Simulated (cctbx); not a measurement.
# A crystallographic session in cctbx: NdNiPb3

Library: cctbx 2025.11. The data are simulated by the first script.

## 1. Simulate the data

run.py:

```python
from cctbx import adptbx, crystal, miller, sgtbx, xray
from cctbx.array_family import flex
from iotbx.shelx import hklf
from scitbx import matrix
import scitbx.random

cs = crystal.symmetry(unit_cell=(4.863, 4.863, 11.028, 90, 90, 90), space_group_symbol='Hall: I 4 -2')  # I4mm
atoms = [  # label, site, U (iso, or U11 U22 U33 U12 U13 U23 in A^2), occupancy
    ("Pb1", (0, 0.5, 0.402), (0.0091, 0.0121, 0.0084, 0.0000, 0.0000, 0.0000), 1),
    ("Pb2", (0, 0, 0.2323), (0.0076, 0.0076, 0.0071, 0.0000, 0.0000, 0.0000), 1),
    ("Nd1", (0.5, 0.5, 0.1636), (0.0091, 0.0091, 0.0097, 0.0000, 0.0000, -0.0000), 1),
    ("Ni1", (0.5, 0.5, 0.4995), (0.0129, 0.0129, 0.0127, 0.0000, 0.0000, 0.0000), 1),
]
xs = xray.structure(crystal_symmetry=cs)
for label, site, u, occ in atoms:
    u = adptbx.u_cif_as_u_star(cs.unit_cell(), u) if isinstance(u, tuple) else u
    xs.add_scatterer(xray.scatterer(label, site=site, u=u, occupancy=occ))
xs.set_inelastic_form_factors(0.71073, "sasaki")
xs.show_summary()
p1 = xs.expand_to_p1()
ms = miller.build_set(p1, anomalous_flag=True, d_min=1.1)
flex.set_random_seed(595313)
scitbx.random.set_random_seed(595313)
ms = ms.select(flex.random_double(ms.size()) < 0.5)
i = ms.structure_factors_from_scatterers(p1, algorithm="direct").f_calc().as_intensity_array().data()
i = i * 20000 / flex.max(i)
sig = flex.sqrt(i + flex.pow2(0.06 * i) + 2 ** 2)
noise = scitbx.random.variate(scitbx.random.normal_distribution())(i.size())
data = ms.array(data=i + sig * noise, sigmas=sig).set_observation_type_xray_intensity()
with open("data.hkl", "w") as f:
    data.export_as_shelx_hklf(f)
print("reflections written:", data.size(), " <I/sigma> = %.1f" % flex.mean(data.data() / data.sigmas()))
for h, a, b in list(data.sort("data"))[:12]:
    print("%4d%4d%4d %9.1f %7.1f" % (h + (a, b)))
```

```console
$ python run.py
```

```text
Number of scatterers: 4
At special positions: 4
Unit cell: (4.863, 4.863, 11.028, 90, 90, 90)
Space group: I 4 m m (No. 107)
reflections written: 430  <I/sigma> = 7.3
   0  -2   0   20855.1  1208.3
   0   2   0   19729.5  1208.3
   2  -2   0   15782.6   909.1
  -2   2   0   15659.9   909.1
   2   2   0   14714.9   909.1
  -2  -2   0   14255.0   909.1
  -1  -1  -2   14192.1   853.9
   1  -1   2   13411.1   819.8
  -1   1   2   13307.9   819.8
   0   4   0   10683.5   586.6
  -3   1  -2    8435.4   501.9
  -1   3   2    8247.6   479.9
```

Run time: 0.88 s on 1 thread of Arm Neoverse V1, on a shared host, peak memory 0.07 GiB.

## 2. Refinement (right model)

run.py:

```python
import math
from cctbx import adptbx, crystal, maptbx, sgtbx, xray
from cctbx.array_family import flex
from cctbx.xray import observations
from iotbx.shelx import hklf
from scitbx.lstbx import normal_eqns_solving
from smtbx import absolute_structure, utils
from smtbx.refinement import constraints, least_squares

cs = crystal.symmetry(unit_cell=(4.863, 4.863, 11.028, 90, 90, 90), space_group_symbol='Hall: I 4 -2')  # I4mm
atoms = [  # label, site, U (iso, or U11 U22 U33 U12 U13 U23 in A^2), occupancy
    ("Pb1", (0, 0.5, 0.4), 0.0200, 1),
    ("Pb2", (0, 0, 0.233), 0.0200, 1),
    ("Nd1", (0.5, 0.5, 0.1634), 0.0200, 1),
    ("Ni1", (0.5, 0.5, 0.4985), 0.0200, 1),
]
xs = xray.structure(crystal_symmetry=cs)
for label, site, u, occ in atoms:
    u = adptbx.u_cif_as_u_star(cs.unit_cell(), u) if isinstance(u, tuple) else u
    xs.add_scatterer(xray.scatterer(label, site=site, u=u, occupancy=occ))
xs.set_inelastic_form_factors(0.71073, "sasaki")
raw = hklf.reader(file_name="data.hkl").as_miller_arrays(crystal_symmetry=cs, anomalous=True)[0]
merged = raw.eliminate_sys_absent().merge_equivalents()
fo2 = merged.array().set_observation_type_xray_intensity()
print("Rint %.3f, %d unique reflections to %.2f A" % (merged.r_int(), fo2.size(), fo2.d_min()))
for sc in xs.scatterers():
    sc.flags.set_grad_site(True)
    sc.flags.set_grad_u_aniso(sc.flags.use_u_aniso())
    sc.flags.set_grad_u_iso(sc.flags.use_u_iso())
obs = fo2.as_xray_observations()
extra = {}
rep = constraints.reparametrisation(xs, [], utils.connectivity_table(xs), **extra)
ls = least_squares.crystallographic_ls(obs, rep, weighting_scheme=least_squares.mainstream_shelx_weighting(a=0, b=0))
print("cycle     R1     wR2    GooF  max shift (A)")
for cycle in range(8):
    ls.build_up()
    r1, wr2, goof = ls.r1_factor(cutoff_factor=2)[0], ls.wR2(), ls.goof()
    old = xs.sites_cart()
    normal_eqns_solving.levenberg_marquardt_iterations(ls, n_max_iterations=3, tau=1e-06, step_threshold=1e-7)
    big = flex.max((xs.sites_cart() - old).norms())
    print("%4d %7.4f %7.4f %7.3f %9.5f" % (cycle + 1, r1, wr2, goof, big))
    ls.build_up(objective_only=True)
    if abs(ls.wR2() - wr2) < 5e-5 and big < 5e-4:
        break
ls.build_up()
print("final R1 %.4f wR2 %.4f GooF %.3f  parameters %d  data/parameter %.1f" % (ls.r1_factor(cutoff_factor=2)[0], ls.wR2(), ls.goof(), ls.n_parameters, fo2.size() / ls.n_parameters))
cov = ls.covariance_matrix_and_annotations()
su = dict(zip(cov.annotations, (math.sqrt(max(v, 0)) for v in cov.matrix.matrix_packed_u_diagonal())))
a2 = cs.unit_cell().reciprocal_parameters()[0] ** -2
print("atom        x        y        z      Ueq    occ   su(xyz)  su(Uiso or U11)")
for sc in xs.scatterers():
    s = max(su.get(sc.label + k, 0) for k in (".x", ".y", ".z"))
    npd = "" if sc.is_positive_definite_u(cs.unit_cell()) else "  NPD"
    print("%-5s %8.5f %8.5f %8.5f %8.4f %6.3f %8.5f %7.4f%s" % ((sc.label,) + sc.site + (sc.u_iso_or_equiv(cs.unit_cell()), sc.occupancy, s, su.get(sc.label + ".uiso", su.get(sc.label + ".u11", 0) * a2), npd)))
fo = fo2.f_sq_as_f()
fc = fo.structure_factors_from_scatterers(xs, algorithm="direct").f_calc()
diff = fo.f_obs_minus_f_calc(1 / math.sqrt(ls.scale_factor()), fc).average_bijvoet_mates()
m = diff.fft_map(symmetry_flags=maptbx.use_space_group_symmetry, resolution_factor=0.25).apply_volume_scaling()
print("difference map: max %.2f min %.2f rms %.2f" % (m.statistics().max(), m.statistics().min(), m.statistics().sigma()))
peaks = m.peak_search(parameters=maptbx.peak_search_parameters(min_distance_sym_equiv=0.6, max_clusters=6)).all()
near = xs.closest_distances(peaks.sites(), distance_cutoff=4)
sps = cs.special_position_settings(min_distance_sym_equiv=0.5)
for k, (x, h) in enumerate(zip(peaks.sites(), peaks.heights())):
    ss = sps.site_symmetry(x)
    print("Q%-3d %7.4f %7.4f %7.4f %4d %7.2f  %.2f A from %s" % ((k + 1,) + tuple(t % 1 for t in ss.exact_site()) + (ss.multiplicity(), h, near.smallest_distances[k], xs.scatterers()[near.i_seqs[k]].label)))
```

```console
$ python run.py
```

```text
Rint 0.038, 80 unique reflections to 1.11 A
cycle     R1     wR2    GooF  max shift (A)
   1  0.0490  0.1139   2.716   0.01441
   2  0.0167  0.0439   1.046   0.00072
   3  0.0163  0.0429   1.023   0.00025
   4  0.0163  0.0428   1.021   0.00011
final R1 0.0163 wR2 0.0428 GooF 1.021  parameters 8  data/parameter 10.0
atom        x        y        z      Ueq    occ   su(xyz)  su(Uiso or U11)
Pb1    0.00000  0.50000  0.40116   0.0094  1.000  0.00023  0.0007
Pb2    0.00000  0.00000  0.23192   0.0070  1.000  0.00018  0.0007
Nd1    0.50000  0.50000  0.16297   0.0077  1.000  0.00036  0.0008
Ni1    0.50000  0.50000  0.49979   0.0113  1.000  0.00063  0.0024
difference map: max 0.92 min -0.58 rms 0.23
Q1    0.0000  0.0000  0.3882    2    0.97  1.72 A from Pb2
Q2    0.0000  0.0000  0.8382    2    0.92  1.78 A from Ni1
Q3    0.0000  0.5000  0.0418    4    0.82  1.55 A from Pb1
Q4    0.0000  0.0000  0.0708    2    0.82  0.78 A from Ni1
Q5    0.0000  0.5000  0.2518    4    0.76  1.65 A from Pb1
Q6    0.0000  0.3531  0.4323    8    0.75  0.79 A from Pb1
```

Time: 0.85 s.

## 3. Simulate the data

run.py, as its changes from the last script of this kind:

```diff
@@ -21 +21 @@
-ms = miller.build_set(p1, anomalous_flag=True, d_min=1.1)
+ms = miller.build_set(p1, anomalous_flag=True, d_min=0.84)
```

```console
$ python run.py
```

```text
Number of scatterers: 4
At special positions: 4
Unit cell: (4.863, 4.863, 11.028, 90, 90, 90)
Space group: I 4 m m (No. 107)
reflections written: 959  <I/sigma> = 7.2
   0  -2   0   21785.3  1208.3
  -2   0   0   21557.8  1208.3
   2   0   0   19553.6  1208.3
   2  -2   0   16266.5   909.1
  -1  -1  -2   15211.6   853.9
   1  -1   2   15162.7   819.8
  -2   2   0   15114.1   909.1
   1   1  -2   14701.1   853.9
  -1  -1   2   14219.7   819.8
  -2  -2   0   14165.2   909.1
  -1   1   2   13271.3   819.8
   0   4   0    9197.9   586.6
```

Time: 0.29 s.

## 4. Refinement (right model)

run.py, as its changes from the last script of this kind:

```diff
@@ -12,4 +12,4 @@
-    ("Pb1", (0, 0.5, 0.4), 0.0200, 1),
-    ("Pb2", (0, 0, 0.233), 0.0200, 1),
-    ("Nd1", (0.5, 0.5, 0.1634), 0.0200, 1),
-    ("Ni1", (0.5, 0.5, 0.4985), 0.0200, 1),
+    ("Pb1", (0, 0.5, 0.3994), 0.0200, 1),
+    ("Pb2", (0, 0, 0.232), 0.0200, 1),
+    ("Nd1", (0.5, 0.5, 0.1644), 0.0200, 1),
+    ("Ni1", (0.5, 0.5, 0.499), 0.0200, 1),
@@ -21,0 +22 @@
+xs.convert_to_anisotropic()
```

```console
$ python run.py
```

```text
Rint 0.047, 156 unique reflections to 0.85 A
cycle     R1     wR2    GooF  max shift (A)
   1  0.0712  0.1856   4.532   0.01956
   2  0.0155  0.0361   0.881   0.00000
final R1 0.0155 wR2 0.0361 GooF 0.881  parameters 13  data/parameter 12.0
atom        x        y        z      Ueq    occ   su(xyz)  su(Uiso or U11)
Pb1    0.00000  0.50000  0.40098   0.0103  1.000  0.00009  0.0003
Pb2    0.00000  0.00000  0.23141   0.0080  1.000  0.00009  0.0003
Nd1    0.50000  0.50000  0.16263   0.0102  1.000  0.00013  0.0004
Ni1    0.50000  0.50000  0.49861   0.0126  1.000  0.00037  0.0013
difference map: max 0.75 min -0.99 rms 0.27
Q1    0.0000  0.3969  0.9582    8    0.78  0.81 A from Pb1
Q2    0.0000  0.1156  0.1430    8    0.73  1.13 A from Pb2
Q3    0.2159  0.2159  0.1951    8    0.69  1.54 A from Pb2
Q4    0.0876  0.0876  0.0976    8    0.65  1.25 A from Ni1
Q5    0.0000  0.4287  0.6512    8    0.64  2.09 A from Nd1
Q6    0.0000  0.3809  0.8259    8    0.63  1.01 A from Pb1
```

Time: 0.66 s.

## 5. Simulate the data

run.py, as its changes from the last script of this kind:

```diff
@@ -21 +21 @@
-ms = miller.build_set(p1, anomalous_flag=True, d_min=0.84)
+ms = miller.build_set(p1, anomalous_flag=True, d_min=0.6)
```

```console
$ python run.py
```

```text
Number of scatterers: 4
At special positions: 4
Unit cell: (4.863, 4.863, 11.028, 90, 90, 90)
Space group: I 4 m m (No. 107)
reflections written: 2572  <I/sigma> = 6.4
   0  -2   0   19100.1  1208.3
   2   0   0   18551.5  1208.3
   0   2   0   18484.2  1208.3
  -2  -2   0   15030.7   909.1
   1   1  -2   14730.6   853.9
  -2   2   0   13907.3   909.1
  -1  -1   2   13628.1   819.8
   1  -1   2   13268.8   819.8
   1   1   2   13165.3   819.8
  -4   0   0   10532.6   586.6
   4   0   0    9926.3   586.6
   0  -4   0    8906.6   586.6
```

Time: 0.67 s.

## 6. Refinement (right model)

run.py, as its changes from the last script of this kind:

```diff
@@ -12,4 +12,4 @@
-    ("Pb1", (0, 0.5, 0.3994), 0.0200, 1),
-    ("Pb2", (0, 0, 0.232), 0.0200, 1),
-    ("Nd1", (0.5, 0.5, 0.1644), 0.0200, 1),
-    ("Ni1", (0.5, 0.5, 0.499), 0.0200, 1),
+    ("Pb1", (0, 0.5, 0.4029), 0.0200, 1),
+    ("Pb2", (0, 0, 0.2312), 0.0200, 1),
+    ("Nd1", (0.5, 0.5, 0.163), 0.0200, 1),
+    ("Ni1", (0.5, 0.5, 0.4998), 0.0200, 1),
```

```console
$ python run.py
```

```text
Rint 0.041, 402 unique reflections to 0.60 A
cycle     R1     wR2    GooF  max shift (A)
   1  0.1490  0.3197   7.195   0.01180
   2  0.0185  0.0421   0.947   0.00001
final R1 0.0185 wR2 0.0421 GooF 0.947  parameters 13  data/parameter 30.9
atom        x        y        z      Ueq    occ   su(xyz)  su(Uiso or U11)
Pb1    0.00000  0.50000  0.40183   0.0099  1.000  0.00003  0.0001
Pb2    0.00000  0.00000  0.23206   0.0074  1.000  0.00003  0.0001
Nd1    0.50000  0.50000  0.16339   0.0092  1.000  0.00005  0.0002
Ni1    0.50000  0.50000  0.49976   0.0132  1.000  0.00023  0.0006
difference map: max 1.31 min -1.93 rms 0.39
Q1    0.0000  0.0000  0.4080    2    1.32  1.94 A from Pb2
Q2    0.0000  0.3193  0.4358    8    1.25  0.96 A from Pb1
Q3    0.0000  0.0000  0.9254    2    1.07  0.82 A from Ni1
Q4    0.0000  0.1776  0.3440    8    1.06  1.51 A from Pb2
Q5    0.0000  0.2290  0.7150    8    1.03  1.25 A from Nd1
Q6    0.1733  0.1733  0.7610    8    1.03  1.61 A from Nd1
```

It took 0.6 s on 1 thread of Arm Neoverse V1, with other jobs on the host, peak memory 0.09 GiB.

[Logs are printed without paths, hosts, clocks, repeated set-up lines and the standing remarks that a program may print on its own settings, such as how far it seeks lower states.]
